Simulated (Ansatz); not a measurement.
**GaHSO: relaxing a made-up structure**

This structure for GaHSO is made up. Its elements were placed in a known structure type with a cell scaled to their sizes. What cell does the guess relax to, and how far off was it?

Method: DFT, PBEsol, plane-wave PAW, files of the set soft_1, scalar-relativistic, no spin, cell and ions relaxed at zero pressure; PAW set soft_1, in Ansatz 0.2.0.

## 1. Set-up

Symmetry: Pmn2_1, No. 31, orthorhombic system. Conventional cell: a = 3.429 Å, b = 4.832 Å, c = 5.523 Å, α = 90.00°, β = 90.00°, γ = 90.00°. Nearest to Ga lie 3 S at 2.17 to 2.27 Å and 3 O at 2.35 to 2.39 Å. Nearest to S lie 1 H at 1.50 Å and 3 Ga at 2.17 to 2.27 Å. Nearest to O lie 1 H at 1.13 Å and 3 Ga at 2.35 to 2.39 Å. Nearest to H lie 1 O at 1.13 Å and 1 S at 1.50 Å. Farther neighbours and most contacts between anions are not listed.

## 2. Relaxing cell and atoms

The guess takes its coordinates from another compound and its volume from a rule, so the cell and any free coordinates are relaxed together.

input.yaml reads:

```yaml
crystal:
  lattice:
    - [3.429, 0.0, 0.0]
    - [0.0, 4.832, 0.0]
    - [0.0, 0.0, 5.523]
  atoms:
    - { symbol: Ga, position: [0.5, 0.2743, 0.4993] }
    - { symbol: Ga, position: [0.0, 0.7257, 0.9993] }
    - { symbol: S, position: [0.5, 0.4683, 0.1446] }
    - { symbol: S, position: [0.0, 0.5317, 0.6446] }
    - { symbol: O, position: [0.5, 0.0226, 0.8709] }
    - { symbol: O, position: [0.0, 0.9774, 0.3709] }
    - { symbol: H, position: [0.5, 0.2211, 0.9792] }
    - { symbol: H, position: [0.0, 0.7789, 0.4792] }
kpoints:
  mp_grid: { grid: [8, 6, 5] }
scf:
  occupations: { method: fermi_dirac, width: 0.05 }
hamiltonian:
  xc: pbesol
  pseudopotentials: { kind: paw, azcp: { folder: soft_1 }, xc_functional: pbe }
relax:
  f_tol: 0.015
  max_steps: 70
  cell: {}
output:
  forces: true
  stress: true
```

Command:

```sh
> ansatz run input.yaml --threads 4 --pin off --max-ram 10240MiB --backend cpu --events-out ev --progress --plain --runs-dir out
```

Numbers of over 12 decimals in the logs are rounded to 6 here.

The program printed:

```text
Engine: ansatz 0.2.0, aarch64-unknown-linux-gnu
Pseudopotentials: kind: paw
Pseudopotential: Ga, paw, valence charge 13, recommended cutoff 420 eV (normal), soft_1/Ga.paw.azcp
Pseudopotential: S, paw, valence charge 6, recommended cutoff 420 eV (normal), soft_1/S.paw.azcp
Pseudopotential: O, paw, valence charge 6, recommended cutoff 420 eV (normal), soft_1/O.paw.azcp
Pseudopotential: H, paw, valence charge 1, recommended cutoff 420 eV (normal), soft_1/H.paw.azcp
Functional definition: PBEsol
  exchange = pbesol_x
  correlation = pbesol_c
Crystal: 8 atoms, lattice volume = 91.510 Å³
Basis set: ecut = 420 eV, 1777 PW (Γ), exchange–correlation on 48×72×80 points (8 copies of the dense FFT grid, shifted against one another)
Bands: 34, of which v1, the nominal top of the filled ones, is band 26 counted from 1 (25 counted from 0)
Symmetry: 4 space group operations
Space group: Pmn21 (ITA 31), of the structure as read, at distance tolerance 4.5e-5 Å
k-points: 60 of 240 (time reversal used)
Non-local potential: Ga, projectors of the file, l = 0: 2, l = 1: 2, l = 2: 3, l = 3: 1
Non-local potential: S, projectors of the file, l = 0: 2, l = 1: 2, l = 2: 1
Non-local potential: O, projectors of the file, l = 0: 2, l = 1: 2, l = 2: 1
Non-local potential: H, projectors of the file, l = 0: 2, l = 1: 1
PAW form: soft (Blöchl's): semilocal exchange-correlation on the pseudo side does not see the compensation charge
PAW frozen core: Ga, regenerated for the run's functional, and the local potential with it (the file was generated under x = pbe(κ = 0.804, μ = 0.219515), c = pbe(β = 0.066725))
PAW frozen core: S, regenerated for the run's functional, and the local potential with it (the file was generated under x = pbe(κ = 0.804, μ = 0.219515), c = pbe(β = 0.066725))
PAW frozen core: O, regenerated for the run's functional, and the local potential with it (the file was generated under x = pbe(κ = 0.804, μ = 0.219515), c = pbe(β = 0.066725))
PAW one-centre angular grid: Ga, 590 points (default); XC on 64 Gauss nodes
PAW one-centre angular grid: S, 110 points (default); XC on 64 Gauss nodes
PAW one-centre angular grid: O, 110 points (default); XC on 64 Gauss nodes
PAW one-centre angular grid: H, 110 points (default); XC on 64 Gauss nodes
Initial density: superposition of atomic densities (chi_scale 0.1, normalization cell, long waves kept (reshape's long-wave potential 0.08 eV rms))
Initial wavefunctions: pseudopotential atomic-orbital guess
Functional: x = pbesol(κ = 0.804, μ = 0.123457), c = pbesol(β = 0.046)
SCF iter   1: F=—  HF=-10410.927900 eV  |F-HF|=—  |Δ(HF+E_count)|=         —  Δρ=9.65e-2  dr2=6.01e0  ethr=3.10e-3  ⟨swp⟩=7.0  Hψ=10128  notcnv=0  defer=22
preconditioner: auto → Resta (q_TF=auto, 2.483 Å⁻¹)  ε∞=4.0  [insulator: Δε(μ)=1.345 eV  Ē_g=16.153 eV  σ=0.050 eV  W_gap=1.00  n_scr=20 (ndim 8)  ℏωp=28.0 eV  f_vac=0.000  D(μ)=0.00/eV (n_scr^D=0)  ε∞_Penn≈4.0]
SCF iter   2: F=—  HF=-10409.572378 eV  |F-HF|=—  |Δ(HF+E_count)|=    1.36e0  Δρ=4.00e-2  dr2=1.34e0  ethr=3.10e-3  ⟨swp⟩=2.1  Hψ=4271  notcnv=0  defer=180
SCF iter   3: F=—  HF=-10409.133087 eV  |F-HF|=—  |Δ(HF+E_count)|=   4.39e-1  Δρ=1.16e-2  dr2=1.28e-1  ethr=2.59e-3  ⟨swp⟩=2.3  Hψ=3625  notcnv=0  defer=180
SCF iter   4: F=—  HF=-10409.065666 eV  |F-HF|=—  |Δ(HF+E_count)|=   6.74e-2  Δρ=4.62e-3  dr2=2.01e-2  ethr=2.46e-4  ⟨swp⟩=2.7  Hψ=4345  notcnv=0  defer=182
SCF iter   5: F=—  HF=-10409.067498 eV  |F-HF|=—  |Δ(HF+E_count)|=   1.83e-3  Δρ=1.28e-3  dr2=2.07e-3  ethr=3.86e-5  ⟨swp⟩=2.0  Hψ=3590  notcnv=0  defer=182
SCF iter   6: F=—  HF=-10409.067605 eV  |F-HF|=—  |Δ(HF+E_count)|=   1.08e-4  Δρ=2.60e-4  dr2=6.85e-5  ethr=3.99e-6  ⟨swp⟩=2.0  Hψ=3409  notcnv=0  defer=182
SCF iter   7: F=—  HF=-10409.067653 eV  |F-HF|=—  |Δ(HF+E_count)|=   4.76e-5  Δρ=5.55e-5  dr2=3.42e-6  ethr=1.32e-7  ⟨swp⟩=2.5  Hψ=3495  notcnv=0  defer=182
SCF iter   8: F=-10409.067656 eV  HF=-10409.067656 eV  |F-HF|=8.93e-8  |Δ(HF+E_count)|=   3.14e-6  Δρ=1.14e-5  dr2=9.91e-8  ethr=1.92e-10  ⟨swp⟩=4.5  Hψ=8954  notcnv=0
SCF 1 converged in 8 iterations: F = -10409.067656 eV  dr2 = 9.91e-8
  greatest PAW one-centre occupation: 0.996 electrons in one spin orbital (limit 2), on the Ga atom at site 0 (counted from 0), in its partial waves of l = 2
relax step   1: F+E_penalty+E_count = -10409.06765594 eV  Δ(F+E_penalty+E_count) = +0.000e0 eV  max|allowed force component| = 3.546e0 eV/Å  Δτ_max = 0.0000 Å  P = +6.794 GPa  Ω = 91.510 Å³  (8 SCF iters, dr2 threshold 1.00e-7 eV, accepted)
Crystal: 8 atoms, lattice volume = 88.330 Å³
Basis set: ecut = 420 eV, 1723 PW (Γ), exchange–correlation on 48×72×80 points (8 copies of the dense FFT grid, shifted against one another)
Initial density: handed on by an earlier stage of this run
Initial wavefunctions: those handed on with the density
iter 1 solved again at ethr=1.20e-3 eV; its pass at ethr=3.10e-3 eV (dr2=6.24e-1 eV) is discarded
SCF iter   1: F=—  HF=-10410.691163 eV  |F-HF|=—  |Δ(HF+E_count)|=         —  Δρ=4.37e-2  dr2=6.27e-1  ethr=1.20e-3  ⟨swp⟩=1.5  Hψ=11756  notcnv=0
preconditioner: auto → Resta (q_TF=auto, 2.498 Å⁻¹)  ε∞=4.2  [insulator: Δε(μ)=1.019 eV  Ē_g=15.882 eV  σ=0.050 eV  W_gap=1.00  n_scr=20 (ndim 8)  ℏωp=28.5 eV  f_vac=0.004  D(μ)=0.00/eV (n_scr^D=0)  ε∞_Penn≈4.2]
SCF iter   2: F=—  HF=-10410.527235 eV  |F-HF|=—  |Δ(HF+E_count)|=   1.64e-1  Δρ=2.05e-2  dr2=1.50e-1  ethr=1.20e-3  ⟨swp⟩=4.0  Hψ=3883  notcnv=0
SCF iter   3: F=—  HF=-10410.497340 eV  |F-HF|=—  |Δ(HF+E_count)|=   2.99e-2  Δρ=3.23e-3  dr2=1.17e-2  ethr=2.89e-4  ⟨swp⟩=3.0  Hψ=4395  notcnv=0
SCF iter   4: F=—  HF=-10410.494152 eV  |F-HF|=—  |Δ(HF+E_count)|=   3.19e-3  Δρ=1.62e-3  dr2=3.48e-3  ethr=2.24e-5  ⟨swp⟩=2.0  Hψ=4047  notcnv=0  defer=44
SCF iter   5: F=—  HF=-10410.493557 eV  |F-HF|=—  |Δ(HF+E_count)|=   5.95e-4  Δρ=5.03e-4  dr2=3.43e-4  ethr=6.69e-6  ⟨swp⟩=2.0  Hψ=3424  notcnv=0  defer=44
SCF iter   6: F=—  HF=-10410.493493 eV  |F-HF|=—  |Δ(HF+E_count)|=   6.40e-5  Δρ=1.20e-4  dr2=1.45e-5  ethr=6.59e-7  ⟨swp⟩=2.1  Hψ=3562  notcnv=0  defer=45
SCF iter   7: F=-10410.493499 eV  HF=-10410.493499 eV  |F-HF|=8.27e-8  |Δ(HF+E_count)|=   6.10e-6  Δρ=2.34e-5  dr2=6.54e-7  ethr=1.54e-9  ⟨swp⟩=4.5  Hψ=9755  notcnv=0
SCF 2 converged in 7 iterations: F = -10410.493499 eV  dr2 = 6.54e-7
  greatest PAW one-centre occupation: 0.997 electrons in one spin orbital (limit 2), on the Ga atom at site 0 (counted from 0), in its partial waves of l = 2
[...]
relax step  20: F+E_penalty+E_count = -10411.73757371 eV  Δ(F+E_penalty+E_count) = -9.679e-3 eV  max|allowed force component| = 5.642e-2 eV/Å  Δτ_max = 0.0183 Å  P = +0.004 GPa  Ω = 105.548 Å³  energy of the carried Pulay correction = -2.000e-2 eV  (6 SCF iters, dr2 threshold 8.00e-7 eV, accepted)
relax step  21: F+E_penalty+E_count = -10411.73793132 eV  Δ(F+E_penalty+E_count) = -3.576e-4 eV  max|allowed force component| = 5.409e-2 eV/Å  Δτ_max = 0.0245 Å  P = +0.141 GPa  Ω = 105.453 Å³  energy of the carried Pulay correction = -1.987e-2 eV  (6 SCF iters, dr2 threshold 1.99e-7 eV, accepted)
relax step  22: F+E_penalty+E_count = -10411.73911727 eV  Δ(F+E_penalty+E_count) = -1.186e-3 eV  max|allowed force component| = 7.357e-3 eV/Å  Δτ_max = 0.0110 Å  P = +0.029 GPa  Ω = 105.479 Å³  energy of the carried Pulay correction = -1.991e-2 eV  (5 SCF iters, dr2 threshold 5.31e-7 eV, accepted)
relax step  23: F+E_penalty+E_count = -10411.89677794 eV  Δ(F+E_penalty+E_count) = -1.577e-1 eV  max|allowed force component| = 5.756e-3 eV/Å  Δτ_max = 0.0000 Å  P = +1.713 GPa  Ω = 105.479 Å³  stress off target by 3.92e0 GPa  SCF on the basis re-selected at this cell (its energy is not comparable with the rows above)  (9 SCF iters)
relax step  24: F+E_penalty+E_count = -10411.92113218 eV  Δ(F+E_penalty+E_count) = -2.435e-2 eV  max|allowed force component| = 7.897e-2 eV/Å  Δτ_max = 0.0161 Å  P = +0.607 GPa  Ω = 107.348 Å³  energy of the carried Pulay correction = -2.561e-3 eV  (6 SCF iters, dr2 threshold 8.00e-7 eV, accepted)
relax step  25: F+E_penalty+E_count = -10411.92574176 eV  Δ(F+E_penalty+E_count) = -4.610e-3 eV  max|allowed force component| = 3.578e-2 eV/Å  Δτ_max = 0.0291 Å  P = +0.072 GPa  Ω = 109.063 Å³  energy of the carried Pulay correction = -5.267e-3 eV  (6 SCF iters, dr2 threshold 8.00e-7 eV, accepted)
relax step  26: F+E_penalty+E_count = -10411.92627311 eV  Δ(F+E_penalty+E_count) = -5.314e-4 eV  max|allowed force component| = 1.267e-2 eV/Å  Δτ_max = 0.0112 Å  P = -0.038 GPa  Ω = 109.304 Å³  energy of the carried Pulay correction = -5.654e-3 eV  (5 SCF iters, dr2 threshold 4.75e-7 eV, accepted)
relax step  27: F+E_penalty+E_count = -10411.92664548 eV  Δ(F+E_penalty+E_count) = -3.724e-4 eV  max|allowed force component| = 3.503e-3 eV/Å  Δτ_max = 0.0063 Å  P = +0.016 GPa  Ω = 109.197 Å³  energy of the carried Pulay correction = -5.418e-3 eV  (7 SCF iters, dr2 threshold 6.66e-9 eV, accepted)
relax step  28: F+E_penalty+E_count = -10411.93255678 eV  Δ(F+E_penalty+E_count) = -5.911e-3 eV  max|allowed force component| = 4.459e-3 eV/Å  Δτ_max = 0.0000 Å  P = +0.022 GPa  Ω = 109.197 Å³  stress off target by 8.55e-2 GPa  SCF on the basis re-selected at this cell (its energy is not comparable with the rows above)  (8 SCF iters)
relax step  29: F+E_penalty+E_count = -10411.93255092 eV  Δ(F+E_penalty+E_count) = +5.862e-6 eV  max|allowed force component| = 5.106e-3 eV/Å  Δτ_max = 0.0025 Å  P = +0.023 GPa  Ω = 109.225 Å³  energy of the carried Pulay correction = -1.997e-5 eV  (5 SCF iters, dr2 threshold 1.83e-8 eV, accepted)
iter 1 solved again at ethr=1.44e-6 eV; its pass at ethr=3.10e-3 eV (dr2=7.51e-4 eV) is discarded
SCF iter   1: F=—  HF=-10411.932538 eV  |F-HF|=—  |Δ(HF+E_count)|=         —  Δρ=4.77e-5  dr2=7.46e-8  ethr=1.44e-6  ⟨swp⟩=3.1  Hψ=14756  notcnv=0
eigensolver tolerance schedule: the retry pair's looser diagonalisation over-reported the residual by 10063.04 of it (diagonalisation noise at an unbounded share of the residual, at the tolerance the schedule requests for it); recorded, not acted on — ethr = c·dr2/N_el stays at c = 1.0e-1
preconditioner: auto → Resta (q_TF=auto, 2.411 Å⁻¹)  ε∞=3.7  [insulator: Δε(μ)=0.950 eV  Ē_g=15.506 eV  σ=0.050 eV  W_gap=1.00  n_scr=26 (ndim 8)  ℏωp=25.6 eV  f_vac=0.093  D(μ)=0.00/eV (n_scr^D=0)  ε∞_Penn≈3.7]
SCF iter   2: F=—  HF=-10411.932565 eV  |F-HF|=—  |Δ(HF+E_count)|=   2.73e-5  Δρ=2.43e-5  dr2=3.11e-8  ethr=1.43e-10  ⟨swp⟩=4.0  Hψ=5413  notcnv=0
SCF iter   3: F=—  HF=-10411.932573 eV  |F-HF|=—  |Δ(HF+E_count)|=   7.95e-6  Δρ=1.05e-5  dr2=5.04e-9  ethr=5.98e-11  ⟨swp⟩=2.0  Hψ=2704  notcnv=0
SCF iter   4: F=—  HF=-10411.932575 eV  |F-HF|=—  |Δ(HF+E_count)|=   1.77e-6  Δρ=2.09e-6  dr2=1.09e-9  ethr=9.69e-12  ⟨swp⟩=2.1  Hψ=3125  notcnv=0
SCF iter   5: F=—  HF=-10411.932575 eV  |F-HF|=—  |Δ(HF+E_count)|=   5.64e-8  Δρ=4.13e-7  dr2=2.06e-10  ethr=2.10e-12  ⟨swp⟩=2.0  Hψ=3059  notcnv=0
SCF iter   6: F=-10411.932575 eV  HF=-10411.932575 eV  |F-HF|=1.09e-11  |Δ(HF+E_count)|=  8.00e-11  Δρ=1.38e-7  dr2=1.43e-11  ethr=1.00e-12  ⟨swp⟩=5.0  Hψ=7524  notcnv=0
SCF 30 converged in 6 iterations: F = -10411.932575 eV  dr2 = 1.43e-11
relax step  30: F+E_penalty+E_count = -10411.93257475 eV  Δ(F+E_penalty+E_count) = -2.384e-5 eV  max|allowed force component| = 5.092e-3 eV/Å  Δτ_max = 0.0000 Å  P = +0.023 GPa  Ω = 109.225 Å³  stress off target by 4.31e-2 GPa  SCF on the basis re-selected at this cell (its energy is not comparable with the rows above)  (6 SCF iters)
basis re-selected at this cell: Δ(F+E_penalty+E_count) = -2.384e-5 eV, ΔP = -0.000 GPa vs the last step (what re-selecting the basis moved, of the pressure what is left beyond the Pulay correction that the steps carried, after the strain that the cell walked since its last selection, with what the two solves' SCF thresholds leave and, on support functions, any second-order correction that the steps lacked; it is no m [...]
SCF converged after 6 iterations
Free energy (F): -10411.932575 eV
Harris-Foulkes:  -10411.932575 eV  (|F-HF|=1.09e-11)
Internal energy: -10411.932573 eV  (E = F + TS)
E sigma→0 (E₀):  -10411.932574 eV
Entropy (-TS):   -0.000002 eV (-0.000 meV/atom)
Fermi energy:    6.482086 eV
--- Per-component energies (eV) ---
  E_band       = -229.932851
  E_kinetic    = 798.628060
  E_local      = -4941.911273  (includes V_loc(G=0)·N_el)
  E_nonlocal   = -0.021525
  E_hartree    = 2667.077303
  E_xc         = -457.644519
  E_vxc        = -477.992363  (∫ρ·V_xc dr)
  E_paw        = -5416.132156  (= ΣΔE_a)
  E_vpaw       = -942.789498  (= ΣTr[D̂ρ^β])
  E_aug_tail   = -0.000626  (compensation charges beyond the density's cutoff)
  E_ewald      = -3063.848270
  E_core_change = 1.920433  (= ΣΔE_core)
  E_smearing   = -0.000002  (= −TS)
  E_closure    = -0.000000  (closes the sum)
  Σ components = -10411.932575   (vs F -10411.932575, Δ=0.00e0)
--- Forces (eV/Å), atoms counted from 1 ---
  atom   1  Ga     0.00000000    -0.00409654     0.00401304
  atom   2  Ga     0.00000000     0.00409654     0.00401304
  atom   3  S      0.00000000    -0.00344670    -0.00509132
  atom   4  S      0.00000000     0.00344670    -0.00509132
  atom   5  O      0.00000000    -0.00235726     0.00072196
  atom   6  O      0.00000000     0.00235726     0.00072196
  atom   7  H      0.00000000     0.00131964     0.00035787
  atom   8  H      0.00000000    -0.00131964     0.00035787
  max |Σ_I F_I| component: 3.10e-6 eV/Å
--- Stress (GPa, compression-positive) ---
        0.005364       0.000000       0.000000
        0.000000       0.020447       0.000000
        0.000000       0.000000       0.043114
  P = ⅓ Tr σ = 0.0230 GPa (0.230 kbar)
--- Relaxed structure (27 steps of the walk, 27 accepted, 3 SCFs on fresh bases) ---
  F+E_penalty+E_count = -10411.93257475 eV   max|allowed force component| = 5.092e-3 eV/Å   (the final SCF, on the basis selected at the relaxed cell)
  cell:  # Å, volume = 109.2255 Å³
    - [3.202013, 0.0, 0.0]
    - [0.0, 5.961153, 0.0]
    - [0.0, 0.0, 5.722300]
  atoms:
    - { symbol: Ga, position: [0.5, 0.366515, 0.446836] }
    - { symbol: Ga, position: [0, 0.633485, 0.946836] }
    - { symbol: S, position: [0.5, 0.355823, 0.044482] }
    - { symbol: S, position: [0, 0.644177, 0.544482] }
    - { symbol: O, position: [0.5, -0.176753, 1.014704] }
    - { symbol: O, position: [0, 1.176753, 0.514704] }
    - { symbol: H, position: [0.5, -0.012135, 0.987979] }
    - { symbol: H, position: [0, 1.012135, 0.487979] }
```

Wall time 1.9 min (4 threads of Arm Neoverse V2, shared host); peak memory 0.47 GiB.

Relaxation path (22 of 30):

```tsv
step	energy less that of the first step (eV)	largest force component (eV/Å)	pressure (GPa)	volume (Å³)
1	0.0000	3.5464	6.79	91.51
2	-1.4258	1.2597	4.62	88.33
4	-1.8876	0.8393	-0.53	90.91
5	-1.9249	1.3734	2.29	91.81
7	-2.0428	0.1538	-0.38	94.52
8	-2.0688	0.1700	-0.08	94.74
9	-2.1383	0.5813	1.63	97.27
11	-2.2291	0.2871	1.61	104.25
12	-2.2582	0.3171	-0.40	108.39
13	-2.3041	0.1167	-0.37	109.10
15	-2.4597	0.7541	-4.31	112.80
16	-2.4871	1.4861	-1.77	108.83
18	-2.6236	1.1009	1.99	105.03
19	-2.6602	0.2785	-0.19	105.64
20	-2.6699	0.0564	0.00	105.55
22	-2.6715	0.0074	0.03	105.48
23*	-2.8291	0.0058	1.71	105.48
24	-2.8535	0.0790	0.61	107.35
26	-2.8586	0.0127	-0.04	109.30
27	-2.8590	0.0035	0.02	109.20
29	-2.8649	0.0051	0.02	109.23
30*	-2.8649	0.0051	0.02	109.23
```

Relaxation steps marked * repeat the geometry before them on a plane-wave basis chosen anew for their cell, so energy and pressure can jump there. Other such steps can lie between the rows shown.

Forces are held to the 4 operations that the run works with; a distortion that breaks them can't arise in this run.

```tsv
cell as run	before	after	change
a (Å)	3.429	3.202	-6.6 %
b (Å)	4.832	5.961	+23.4 %
c (Å)	5.523	5.722	+3.6 %
volume (Å³/atom)	11.44	13.65	+19.4 %
```

The atoms that moved most (Å, as changes of fractional coordinates times the final cell):

```tsv
atom	dx	dy	dz	length
O6	0.000	1.188	0.823	1.445
O5	0.000	-1.188	0.823	1.445
H7	0.000	-1.390	0.050	1.391
H8	0.000	1.390	0.050	1.391
S4	0.000	0.670	-0.573	0.882
S3	0.000	-0.670	-0.573	0.882
Ga1	0.000	0.550	-0.300	0.626
Ga2	0.000	-0.550	-0.300	0.626
```

The relaxed structure:

```cif
data_structure
_symmetry_space_group_name_H-M 'P 1'
_symmetry_Int_Tables_number 1
_cell_length_a 3.2020
_cell_length_b 5.9612
_cell_length_c 5.7223
_cell_angle_alpha 90.000
_cell_angle_beta 90.000
_cell_angle_gamma 90.000
_cell_volume 109.23
loop_
_atom_site_label
_atom_site_type_symbol
_atom_site_fract_x
_atom_site_fract_y
_atom_site_fract_z
_atom_site_occupancy
Ga1 Ga 0.50000 0.36651 0.44684 1
Ga2 Ga 0.00000 0.63349 0.94684 1
S3 S 0.50000 0.35582 0.04448 1
S4 S 0.00000 0.64418 0.54448 1
O5 O 0.50000 0.82325 0.01470 1
O6 O 0.00000 0.17675 0.51470 1
H7 H 0.50000 0.98786 0.98798 1
H8 H 0.00000 0.01214 0.48798 1
```

This step gave:

```
free energy         : -10411.9326 eV
Fermi energy        : 6.482 eV
gap by band count   : 0.9500 eV
electrons           : 52
symmetry operations : 4
pressure            : 0.02297 GPa
```

Shortest distances by pair of elements, guess and relaxed (not always the same contact):

```tsv
pair	guess (Å)	relaxed (Å)
H–O	1.130	0.993
Ga–O	2.345	1.998
H–S	1.504	2.217
Ga–S	2.172	2.303
Ga–H	2.663	2.661
```

The relaxation ends with a largest force component of 0.0051 eV/Å and a pressure of 0.02 GPa.

## 3. What came out

```yaml
space_group_relaxed: Pmn2_1
conventional_cell: a = 3.202, b = 5.961, c = 5.722 Å; α = 90.0°, β = 90.0°, γ = 90.0°
volume_per_atom: 13.65 Å³ (guess 11.44)
```

GaHSO relaxes to Pmn2_1 with a = 3.202, b = 5.961 and c = 5.722 Å. The guessed volume was 16 % too small. The space group Pmn2_1 was held in the relaxation, so the end point is a stationary structure within it and may be a saddle against distortions or other arrangements. Mesh and cutoff weren't tested. A vector of the cell changed its length by 23 %, so the starting arrangement is largely lost and the mesh was laid for another shape. No dispersion term is used, so weakly bound directions may come out too long. Nothing here tests whether the compound is stable against decomposition.

[Logs are printed without paths, hosts, clocks, repeated set-up lines and the standing remarks that a program may print on its own settings, such as how far it seeks lower states.]

[Hosts, paths, dates, database ids (printed as entryN), source tags and the programs' standing remarks are cut or masked in the printed files.]
